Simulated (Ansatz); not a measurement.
## A vacancy of Ge at several sites of amorphous Ge (83 atoms)

At which site of amorphous Ge (83 atoms) does a vacancy of Ge cost least, and what about the site decides it?

Program: Ansatz 0.2.0. Level of theory: Kohn-Sham DFT, PBE, PAW (set soft_1), plane waves. Results are calculated unless marked as measured.

## (1) The structure

The cell holds 83 atoms: 83 Ge. Cell: a = 12.343 Å, b = 12.343 Å, c = 12.343 Å, α = 90.0°, β = 90.0°, γ = 90.0°. 83 atoms (83 Ge) placed at random at 5.32 g/cm³, melted at 3500 K for 10 ps at fixed volume with the Tersoff potential (Tersoff, Phys. Rev. B 39, 5566 (1989)). Quenched from 3500 K to 300 K at 20 K/ps and fixed volume, annealed at 1000 K for 20 ps, held 5 ps.

Limits known from the start: The quench rate of 20 K/ps far exceeds what a furnace or splat quench reaches, so expect more defects and frozen-in strain than in a real sample. The starting topology of bonds comes from the classical model, and needn't be the one that DFT or experiment would give. Sampling is at Γ alone, for a cell whose shortest periodic width is 12 Å.

## (2) Single point at the start

A single point comes first, to see the forces before anything moves.

File input.yaml:

```yaml
crystal:
  lattice:
    - [12.3432, 0.0, 0.0]
    - [0.0, 12.3432, 0.0]
    - [0.0, 0.0, 12.3432]
  atoms:
    - { symbol: Ge, position: [0.46952, 0.85535, 0.88402] }
    - { symbol: Ge, position: [0.59599, 0.50985, 0.96466] }
    - { symbol: Ge, position: [0.52304, 0.87575, 0.67657] }
    - { symbol: Ge, position: [0.91468, 0.86375, 0.09886] }
    - { symbol: Ge, position: [0.58712, 0.4116, 0.62377] }
    - { symbol: Ge, position: [0.73432, 0.88299, 0.75938] }
    - { symbol: Ge, position: [0.37902, 0.9828, 0.16138] }
    - { symbol: Ge, position: [0.27005, 0.05695, 0.47964] }
    - { symbol: Ge, position: [0.10166, 0.66274, 0.31224] }
    - { symbol: Ge, position: [0.36465, 0.32444, 0.08691] }
    - { symbol: Ge, position: [0.67516, 0.106, 0.57115] }
    - { symbol: Ge, position: [0.06702, 0.73243, 0.115] }
    - { symbol: Ge, position: [0.88918, 0.66134, 0.87671] }
    - { symbol: Ge, position: [0.92789, 0.50302, 0.6708] }
    - { symbol: Ge, position: [0.25408, 0.2483, 0.50239] }
    - { symbol: Ge, position: [0.55345, 0.2795, 0.13968] }
    - { symbol: Ge, position: [0.26871, 0.1389, 0.09164] }
    - { symbol: Ge, position: [0.8246, 0.18741, 0.04383] }
    - { symbol: Ge, position: [0.17753, 0.88611, 0.77778] }
    - { symbol: Ge, position: [0.40942, 0.49884, 0.00292] }
    - { symbol: Ge, position: [0.51437, 0.23325, 0.59938] }
    - { symbol: Ge, position: [0.82919, 0.13402, 0.46764] }
    - { symbol: Ge, position: [0.39733, 0.74887, 0.56358] }
    - { symbol: Ge, position: [0.74196, 0.26593, 0.35142] }
    - { symbol: Ge, position: [0.74674, 0.08842, 0.76766] }
    - { symbol: Ge, position: [0.40041, 0.81026, 0.37495] }
    - { symbol: Ge, position: [0.43454, 0.01781, 0.35846] }
    - { symbol: Ge, position: [0.27817, 0.58312, 0.88271] }
    - { symbol: Ge, position: [0.84664, 0.5073, 0.16208] }
    - { symbol: Ge, position: [0.38151, 0.65156, 0.14519] }
    - { symbol: Ge, position: [0.58437, 0.53172, 0.30858] }
    - { symbol: Ge, position: [0.32842, 0.98169, 0.66684] }
    - { symbol: Ge, position: [0.11234, 0.99881, 0.3576] }
    - { symbol: Ge, position: [0.85526, 0.5635, 0.49782] }
    - { symbol: Ge, position: [0.81538, 0.25476, 0.85022] }
    - { symbol: Ge, position: [0.12503, 0.32278, 0.84589] }
    - { symbol: Ge, position: [0.8295, 0.84979, 0.28769] }
    - { symbol: Ge, position: [0.66321, 0.80462, 0.39271] }
    - { symbol: Ge, position: [0.20261, 0.77618, 0.59228] }
    - { symbol: Ge, position: [0.06144, 0.52362, 0.46062] }
    - { symbol: Ge, position: [0.9613, 0.32168, 0.72524] }
    - { symbol: Ge, position: [0.65983, 0.45646, 0.14271] }
    - { symbol: Ge, position: [0.67, 0.826, 0.13962] }
    - { symbol: Ge, position: [0.60247, 0.70418, 0.893] }
    - { symbol: Ge, position: [0.89719, 0.6442, 0.30523] }
    - { symbol: Ge, position: [0.70196, 0.44647, 0.45644] }
    - { symbol: Ge, position: [0.05812, 0.29292, 0.24834] }
    - { symbol: Ge, position: [0.62199, 0.14141, 0.02804] }
    - { symbol: Ge, position: [0.93922, 0.05647, 0.70933] }
    - { symbol: Ge, position: [0.92193, 0.96551, 0.42456] }
    - { symbol: Ge, position: [0.53798, 0.71659, 0.26029] }
    - { symbol: Ge, position: [0.56462, 0.1929, 0.30775] }
    - { symbol: Ge, position: [0.86748, 0.31881, 0.1964] }
    - { symbol: Ge, position: [0.00587, 0.76515, 0.75418] }
    - { symbol: Ge, position: [0.97538, 0.04879, 0.0533] }
    - { symbol: Ge, position: [0.26176, 0.55194, 0.27409] }
    - { symbol: Ge, position: [0.76266, 0.54887, 0.76338] }
    - { symbol: Ge, position: [0.97235, 0.57397, 0.02273] }
    - { symbol: Ge, position: [0.26431, 0.31553, 0.69985] }
    - { symbol: Ge, position: [0.41073, 0.4805, 0.39726] }
    - { symbol: Ge, position: [0.43048, 0.29231, 0.42844] }
    - { symbol: Ge, position: [0.57284, 0.1889, 0.84553] }
    - { symbol: Ge, position: [0.61653, 0.6788, 0.67961] }
    - { symbol: Ge, position: [0.13759, 0.47605, 0.97678] }
    - { symbol: Ge, position: [0.22775, 0.15184, 0.89155] }
    - { symbol: Ge, position: [0.44813, 0.55768, 0.59195] }
    - { symbol: Ge, position: [0.25614, 0.80921, 0.10713] }
    - { symbol: Ge, position: [0.58067, 0.95425, 0.48822] }
    - { symbol: Ge, position: [0.28394, 0.79088, 0.90715] }
    - { symbol: Ge, position: [0.07534, 0.03843, 0.86348] }
    - { symbol: Ge, position: [0.2028, 0.8115, 0.39271] }
    - { symbol: Ge, position: [0.97689, 0.21786, 0.56298] }
    - { symbol: Ge, position: [0.085, 0.32764, 0.4331] }
    - { symbol: Ge, position: [0.54363, 0.95511, 0.04636] }
    - { symbol: Ge, position: [0.19594, 0.41445, 0.15358] }
    - { symbol: Ge, position: [0.28252, 0.51712, 0.69642] }
    - { symbol: Ge, position: [0.75813, 0.73311, 0.55141] }
    - { symbol: Ge, position: [0.38539, 0.16129, 0.75585] }
    - { symbol: Ge, position: [0.10698, 0.60761, 0.63936] }
    - { symbol: Ge, position: [0.65258, 0.38231, 0.82132] }
    - { symbol: Ge, position: [0.09847, 0.118, 0.19736] }
    - { symbol: Ge, position: [0.77756, 0.80706, 0.95183] }
    - { symbol: Ge, position: [0.89175, 0.87152, 0.62722] }
kpoints:
  mp_grid: { grid: [1, 1, 1] }
hamiltonian:
  xc: pbe
  pseudopotentials: { kind: paw, azcp: { folder: soft_1 } }
scf:
  occupations: { method: fermi_dirac, width: 0.05 }
output:
  forces: true
```

Started as:

```sh
$ ansatz run input.yaml --threads 8 --pin off --max-ram 15872MiB --backend cpu --events-out ev --progress --plain --runs-dir out
```

Numbers of over 12 decimals in the logs are rounded to 6 here.

Log:

```text
[...]
Pseudopotentials: kind: paw
Pseudopotential: Ge, paw, valence charge 14, recommended cutoff 420 eV (normal), soft_1/Ge.paw.azcp
[... 5 lines on functional and potentials left out ...]
Crystal: 83 atoms, lattice volume = 1880.543 Å³
Basis set: ecut = 420 eV, 36785 PW (Γ), exchange–correlation on 180×180×180 points (8 copies of the dense FFT grid, shifted against one another)
Bands: 664, of which v1, the nominal top of the filled ones, is band 581 counted from 1 (580 counted from 0)
Symmetry: 1 space group operations
Space group: P1 (ITA 1), of the structure as read, at distance tolerance 1.2e-4 Å
k-points: 1
[... 3 lines on functional and potentials left out ...]
Initial density: superposition of atomic densities (chi_scale 0.1, normalization cell)
Initial wavefunctions: pseudopotential atomic-orbital guess
[...]
SCF iter   1: F=—  HF=-356463.335965 eV  |F-HF|=—  |Δ(HF+E_count)|=         —  Δρ=2.99e-2  dr2=1.70e1  ethr=3.10e-3  ⟨swp⟩=6.0  Hψ=2369  notcnv=0
preconditioner: auto → LDOS  [metal: Δε(μ)=0.029 eV  Ē_g=21.322 eV  σ=0.050 eV  W_gap=0.14  n_scr=484 (ndim 8)  ℏωp=29.2 eV  f_vac=0.030  D(μ)=31.52/eV (n_scr^D=170)  β→1.0]
[...]
SCF iter  11: F=—  HF=-356461.465430 eV  |F-HF|=—  |Δ(HF+E_count)|=   3.10e-8  Δρ=1.49e-6  dr2=1.10e-7  ethr=8.61e-12  ⟨swp⟩=4.0  Hψ=1943  notcnv=0
SCF iter  12: F=-356461.465430 eV  HF=-356461.465430 eV  |F-HF|=1.90e-8  |Δ(HF+E_count)|=   6.17e-9  Δρ=7.14e-7  dr2=2.63e-8  ethr=8.61e-12  ⟨swp⟩=3.0  Hψ=1834  notcnv=0
SCF 1 converged in 12 iterations: F = -356461.465430 eV  dr2 = 2.63e-8
[...]
SCF converged after 12 iterations
Free energy (F): -356461.465430 eV
Harris-Foulkes:  -356461.465430 eV  (|F-HF|=1.90e-8)
Internal energy: -356461.184295 eV  (E = F + TS)
E sigma→0 (E₀):  -356461.324862 eV
Entropy (-TS):   -0.281136 eV (-3.387 meV/atom)
Fermi energy:    8.340924 eV
--- Per-component energies (eV) ---
[...]
Σ components = -356461.465430   (vs F -356461.465430, Δ=0.00e0)
--- Forces (eV/Å), atoms counted from 1 ---
  atom   1  Ge     0.29202430     0.43602833    -0.25705494
  atom   2  Ge     0.63138142     0.49366136    -0.27335592
  atom   3  Ge    -0.62349384     0.18925817     0.02323358
  atom   4  Ge    -0.08827151     0.24534739     0.14311935
[...]
atom  83  Ge     0.21053621    -0.06436871    -0.89655257
  max |Σ_I F_I| component: 2.25e-5 eV/Å
```

The job ended after 27 s (8 threads of Arm Neoverse V2, shared host; peak memory 3.2 GiB; 3.4 min of CPU time).

The r.m.s. force at the start is 0.48 eV/Å.

## (3) Relaxation

With the cell held, the atoms are moved downhill towards a nearby minimum.

File input.yaml:

```yaml
crystal:
  lattice:
    - [12.3432, 0.0, 0.0]
    - [0.0, 12.3432, 0.0]
    - [0.0, 0.0, 12.3432]
  atoms:
    [... the 83 atom lines of step 2 ...]
kpoints:
  mp_grid: { grid: [1, 1, 1] }
hamiltonian:
  xc: pbe
  pseudopotentials: { kind: paw, azcp: { folder: soft_1 } }
scf:
  occupations: { method: fermi_dirac, width: 0.05 }
output:
  forces: true
relax:
  f_tol: 0.05
  max_steps: 120
```

Log:

```text
[...]
Crystal: 83 atoms, lattice volume = 1880.543 Å³
Basis set: ecut = 420 eV, 36785 PW (Γ), exchange–correlation on 180×180×180 points (8 copies of the dense FFT grid, shifted against one another)
Bands: 698, of which v1, the nominal top of the filled ones, is band 581 counted from 1 (580 counted from 0)
Symmetry: 1 space group operations
[...]
k-points: 1
[...]
SCF iter   1: F=—  HF=-356463.334333 eV  |F-HF|=—  |Δ(HF+E_count)|=         —  Δρ=2.99e-2  dr2=1.70e1  ethr=3.10e-3  ⟨swp⟩=6.0  Hψ=2502  notcnv=0
[...]
SCF iter   7: F=—  HF=-356461.465433 eV  |F-HF|=—  |Δ(HF+E_count)|=   6.50e-5  Δρ=4.20e-5  dr2=1.05e-4  ethr=5.80e-8  ⟨swp⟩=2.0  Hψ=1190  notcnv=0  defer=90
SCF iter   8: F=-356461.465418 eV  HF=-356461.465430 eV  |F-HF|=1.16e-5  |Δ(HF+E_count)|=   2.99e-6  Δρ=1.72e-5  dr2=1.79e-5  ethr=5.38e-9  ⟨swp⟩=2.0  Hψ=1904  notcnv=0
SCF 1 converged in 8 iterations: F = -356461.465418 eV  dr2 = 1.79e-5
[...]
relax step   1: F+E_penalty+E_count = -356461.46541829 eV  Δ(F+E_penalty+E_count) = +0.000e0 eV  max|allowed force component| = 1.262e0 eV/Å  Δτ_max = 0.0000 Å  (8 SCF iters, dr2 threshold 6.25e-5 eV, accepted)
[...]
relax step   2: F+E_penalty+E_count = -356464.30856185 eV  Δ(F+E_penalty+E_count) = -2.843e0 eV  max|allowed force component| = 5.635e-1 eV/Å  Δτ_max = 0.1948 Å  (6 SCF iters, dr2 threshold 9.96e-5 eV, accepted)
[...]
relax step   3: F+E_penalty+E_count = -356465.07153149 eV  Δ(F+E_penalty+E_count) = -7.630e-1 eV  max|allowed force component| = 3.371e-1 eV/Å  Δτ_max = 0.1941 Å  (6 SCF iters, dr2 threshold 1.98e-5 eV, accepted)
relax step   4: F+E_penalty+E_count = -356465.33990238 eV  Δ(F+E_penalty+E_count) = -2.684e-1 eV  max|allowed force component| = 2.259e-1 eV/Å  Δτ_max = 0.2000 Å  (6 SCF iters, dr2 threshold 2.27e-5 eV, accepted)
relax step   5: F+E_penalty+E_count = -356465.51232470 eV  Δ(F+E_penalty+E_count) = -1.724e-1 eV  max|allowed force component| = 1.138e-1 eV/Å  Δτ_max = 0.1949 Å  (6 SCF iters, dr2 threshold 1.83e-5 eV, accepted)
relax step   6: F+E_penalty+E_count = -356465.63516158 eV  Δ(F+E_penalty+E_count) = -1.228e-1 eV  max|allowed force component| = 1.845e-1 eV/Å  Δτ_max = 0.1956 Å  (7 SCF iters, dr2 threshold 3.28e-6 eV, accepted)
relax step   7: F+E_penalty+E_count = -356465.72404417 eV  Δ(F+E_penalty+E_count) = -8.888e-2 eV  max|allowed force component| = 2.972e-1 eV/Å  Δτ_max = 0.1570 Å  (6 SCF iters, dr2 threshold 8.63e-6 eV, accepted)
relax step   8: F+E_penalty+E_count = -356465.81299438 eV  Δ(F+E_penalty+E_count) = -8.895e-2 eV  max|allowed force component| = 1.613e-1 eV/Å  Δτ_max = 0.1471 Å  (5 SCF iters, dr2 threshold 8.83e-5 eV, accepted)
relax step   9: F+E_penalty+E_count = -356465.87210854 eV  Δ(F+E_penalty+E_count) = -5.911e-2 eV  max|allowed force component| = 1.551e-1 eV/Å  Δτ_max = 0.1494 Å  (6 SCF iters, dr2 threshold 7.66e-6 eV, accepted)
relax step  10: F+E_penalty+E_count = -356465.90716852 eV  Δ(F+E_penalty+E_count) = -3.506e-2 eV  max|allowed force component| = 1.046e-1 eV/Å  Δτ_max = 0.0562 Å  (5 SCF iters, dr2 threshold 7.08e-6 eV, accepted)
relax step  11: F+E_penalty+E_count = -356465.92906829 eV  Δ(F+E_penalty+E_count) = -2.190e-2 eV  max|allowed force component| = 7.112e-2 eV/Å  Δτ_max = 0.0668 Å  (6 SCF iters, dr2 threshold 4.97e-6 eV, accepted)
relax step  12: F+E_penalty+E_count = -356465.94740439 eV  Δ(F+E_penalty+E_count) = -1.834e-2 eV  max|allowed force component| = 8.334e-2 eV/Å  Δτ_max = 0.0833 Å  (7 SCF iters, accepted)
relax step  13: F+E_penalty+E_count = -356465.95905065 eV  Δ(F+E_penalty+E_count) = -1.165e-2 eV  max|allowed force component| = 6.585e-2 eV/Å  Δτ_max = 0.0673 Å  (6 SCF iters, dr2 threshold 3.21e-6 eV, accepted)
relax step  14: F+E_penalty+E_count = -356465.96863066 eV  Δ(F+E_penalty+E_count) = -9.580e-3 eV  max|allowed force component| = 6.614e-2 eV/Å  Δτ_max = 0.0508 Å  (6 SCF iters, dr2 threshold 2.71e-6 eV, accepted)
relax step  15: F+E_penalty+E_count = -356465.97828254 eV  Δ(F+E_penalty+E_count) = -9.652e-3 eV  max|allowed force component| = 6.397e-2 eV/Å  Δτ_max = 0.0722 Å  (6 SCF iters, dr2 threshold 2.73e-6 eV, accepted)
relax step  16: F+E_penalty+E_count = -356465.98751693 eV  Δ(F+E_penalty+E_count) = -9.234e-3 eV  max|allowed force component| = 8.425e-2 eV/Å  Δτ_max = 0.1274 Å  (6 SCF iters, dr2 threshold 3.83e-6 eV, accepted)
relax step  17: F+E_penalty+E_count = -356466.00150217 eV  Δ(F+E_penalty+E_count) = -1.399e-2 eV  max|allowed force component| = 6.224e-2 eV/Å  Δτ_max = 0.0396 Å  (5 SCF iters, dr2 threshold 6.64e-6 eV, accepted)
relax step  18: F+E_penalty+E_count = -356466.02617780 eV  Δ(F+E_penalty+E_count) = -2.468e-2 eV  max|allowed force component| = 6.666e-2 eV/Å  Δτ_max = 0.1165 Å  (8 SCF iters, accepted)
relax step  19: F+E_penalty+E_count = -356466.04821599 eV  Δ(F+E_penalty+E_count) = -2.204e-2 eV  max|allowed force component| = 2.032e-1 eV/Å  Δτ_max = 0.1969 Å  (11 SCF iters, accepted)
relax step  20: F+E_penalty+E_count = -356466.08839223 eV  Δ(F+E_penalty+E_count) = -4.018e-2 eV  max|allowed force component| = 1.529e-1 eV/Å  Δτ_max = 0.1204 Å  (6 SCF iters, dr2 threshold 4.13e-5 eV, accepted)
relax step  21: F+E_penalty+E_count = -356466.15903490 eV  Δ(F+E_penalty+E_count) = -7.064e-2 eV  max|allowed force component| = 1.379e-1 eV/Å  Δτ_max = 0.1938 Å  (6 SCF iters, dr2 threshold 1.32e-5 eV, accepted)
relax step  22: F+E_penalty+E_count = -356466.23046892 eV  Δ(F+E_penalty+E_count) = -7.143e-2 eV  max|allowed force component| = 1.046e-1 eV/Å  Δτ_max = 0.1949 Å  (6 SCF iters, dr2 threshold 1.08e-5 eV, accepted)
relax step  23: F+E_penalty+E_count = -356466.29359094 eV  Δ(F+E_penalty+E_count) = -6.312e-2 eV  max|allowed force component| = 6.254e-2 eV/Å  Δτ_max = 0.1952 Å  (6 SCF iters, dr2 threshold 6.31e-6 eV, accepted)
relax step  24: F+E_penalty+E_count = -356466.30193220 eV  Δ(F+E_penalty+E_count) = -8.341e-3 eV  max|allowed force component| = 2.548e-1 eV/Å  Δτ_max = 0.1755 Å  (8 SCF iters, accepted)
relax step  25: F+E_penalty+E_count = -356466.34595125 eV  Δ(F+E_penalty+E_count) = -4.402e-2 eV  max|allowed force component| = 7.760e-2 eV/Å  Δτ_max = 0.0808 Å  (5 SCF iters, dr2 threshold 2.32e-5 eV, accepted)
relax step  26: F+E_penalty+E_count = -356466.36159383 eV  Δ(F+E_penalty+E_count) = -1.564e-2 eV  max|allowed force component| = 7.753e-2 eV/Å  Δτ_max = 0.0786 Å  (7 SCF iters, accepted)
relax step  27: F+E_penalty+E_count = -356466.38396928 eV  Δ(F+E_penalty+E_count) = -2.238e-2 eV  max|allowed force component| = 9.606e-2 eV/Å  Δτ_max = 0.0912 Å  (7 SCF iters, accepted)
relax step  28: F+E_penalty+E_count = -356466.40608149 eV  Δ(F+E_penalty+E_count) = -2.211e-2 eV  max|allowed force component| = 1.562e-1 eV/Å  Δτ_max = 0.1951 Å  (6 SCF iters, dr2 threshold 9.21e-6 eV, accepted)
relax step  29: F+E_penalty+E_count = -356466.42906098 eV  Δ(F+E_penalty+E_count) = -2.298e-2 eV  max|allowed force component| = 1.508e-1 eV/Å  Δτ_max = 0.0452 Å  (5 SCF iters, dr2 threshold 2.44e-5 eV, accepted)
relax step  30: F+E_penalty+E_count = -356466.46525280 eV  Δ(F+E_penalty+E_count) = -3.619e-2 eV  max|allowed force component| = 1.361e-1 eV/Å  Δτ_max = 0.1965 Å  (6 SCF iters, dr2 threshold 2.12e-5 eV, accepted)
relax step  31: F+E_penalty+E_count = -356466.47346618 eV  Δ(F+E_penalty+E_count) = -8.213e-3 eV  max|allowed force component| = 1.165e-1 eV/Å  Δτ_max = 0.0564 Å  (5 SCF iters, dr2 threshold 1.51e-5 eV, accepted)
relax step  32: F+E_penalty+E_count = -356466.48470293 eV  Δ(F+E_penalty+E_count) = -1.124e-2 eV  max|allowed force component| = 3.533e-2 eV/Å  Δτ_max = 0.0622 Å  (5 SCF iters, dr2 threshold 9.94e-6 eV, accepted)
[...]
relax step  33: F+E_penalty+E_count = -356466.48470705 eV  Δ(F+E_penalty+E_count) = -4.122e-6 eV  max|allowed force component| = 3.532e-2 eV/Å  Δτ_max = 0.0000 Å  (4 SCF iters, accepted)
SCF converged after 4 iterations
Free energy (F): -356466.484707 eV
[...]
Internal energy: -356466.411920 eV  (E = F + TS)
E sigma→0 (E₀):  -356466.448314 eV
Entropy (-TS):   -0.072787 eV (-0.877 meV/atom)
Fermi energy:    8.235718 eV
[...]
Σ components = -356466.484707   (vs F -356466.484707, Δ=0.00e0)
--- Forces (eV/Å), atoms counted from 1 ---
  atom   1  Ge     0.00382918    -0.00240852    -0.00285394
  atom   2  Ge     0.00413094    -0.00183800    -0.00102543
  atom   3  Ge     0.00784517    -0.00632235     0.00293953
  atom   4  Ge    -0.00528530     0.00419125    -0.01086579
[...]
atom  83  Ge     0.00248974    -0.00425551    -0.01212456
  max |Σ_I F_I| component: 1.79e-5 eV/Å
--- Relaxed structure (33 steps of the walk, 33 accepted, 0 SCFs on fresh bases) ---
  F+E_penalty+E_count = -356466.48470705 eV   max|allowed force component| = 3.532e-2 eV/Å
  atoms:
    - { symbol: Ge, position: [0.494639, 0.864589, 0.877359] }
    - { symbol: Ge, position: [0.594942, 0.516354, 0.949717] }
    - { symbol: Ge, position: [0.466529, 0.910926, 0.677605] }
    - { symbol: Ge, position: [0.913609, 0.866770, 0.095804] }
[...]
- { symbol: Ge, position: [0.895458, 0.855834, 0.595864] }
```

The job ended after 8.6 min (8 threads; peak memory 3.2 GiB).

The relaxation converged after 33 steps, 5.02 eV below its start, with a largest force component of 0.035 eV/Å.

[end of part 1 of 3]

[Logs are printed without paths, hosts, clocks, repeated set-up lines and the standing remarks that a program may print on its own settings, such as how far it seeks lower states.]

[Hosts, paths, dates, database ids (printed as entryN), source tags and the programs' standing remarks are cut or masked in the printed files.]
